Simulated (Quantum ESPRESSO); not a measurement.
Two runs for the O K edge of atom 3 in LaTiO3 (Pm-3m). Run A: Quantum ESPRESSO XSpectra, PBEsol, excited-electron core hole (neutral cell), 10-atom cell with 5.5 Å between holes, 8×8×8 k points, dipole transitions, Lorentzian half width 0.4 eV, without spin-orbit coupling. Run B differs in one choice.

Energy from the energy zero of the input (xe0, at the border of filled and empty states); intensity scaled to a mean of 1 over the first 20 eV:

```
E (eV)     A     B
 -2.00  0.09  0.10
 -1.25  0.16  0.17
 -0.50  0.40  0.43
  0.25  1.43  1.40
  1.00  1.54  1.43
  1.75  1.33  1.52
  2.50  1.84  1.83
  3.25  1.77  1.98
  4.00  1.20  1.34
  4.75  0.95  0.83
  5.50  0.69  0.53
  6.25  0.44  0.43
  7.00  0.48  0.59
  7.75  0.65  0.56
  8.50  0.63  0.49
  9.25  0.81  0.86
 10.00  1.11  0.86
 10.75  1.38  1.35
 11.50  1.55  1.63
 12.25  1.37  1.72
 13.00  1.33  1.35
 13.75  1.06  0.90
 14.50  0.62  0.57
 15.25  0.54  0.60
 16.00  0.63  0.77
 16.75  0.66  0.67
 17.50  0.66  0.77
 18.25  0.92  0.77
 19.00  0.74  0.61
 19.75  0.61  0.64
 20.50  0.59  0.52
 21.25  0.46  0.44
 22.00  0.40  0.41
 22.75  0.34  0.35
 23.50  0.37  0.37
 24.25  0.40  0.40
 25.00  0.42  0.46
 25.75  0.54  0.55
 26.50  0.67  0.83
 27.25  0.92  0.99
 28.00  1.05  1.05
 28.75  0.98  0.95
 29.50  0.81  0.91
 30.25  0.85  0.84
 31.00  0.86  0.77
 31.75  0.78  0.83
```

Question: What was changed?
a) the size of the supercell
b) the broadening
c) the radius of the reconstruction
d) the volume of the cell

(a): run B changes the supercell atoms from 10 to 5. Against the first run the r.m.s. difference is 12 %. The highest intensity below 16 eV goes from 2.7 eV (1.89) to 3.1 eV (2.11). Other settings could leave a like mark; this is the one that was changed.

[Banner, clock and machine lines of the logs are left out without a mark of their own.]

[Logs are printed without paths, hosts, clocks, repeated set-up lines and the standing remarks that a program may print on its own settings, such as how far it seeks lower states.]

[Hosts, paths, dates, database ids (printed as entryN), source tags and the programs' standing remarks are cut or masked in the printed files.]

[Lists of maxima count a maximum above −3 eV only where it reaches 4 % of the highest in the window and stands out from its surroundings by 2 % of it (1.5 % where it reaches 55 %); shoulders and weaker maxima are passed over, and of the rest the first, up to two pre-edge ones and the few strongest are named.]
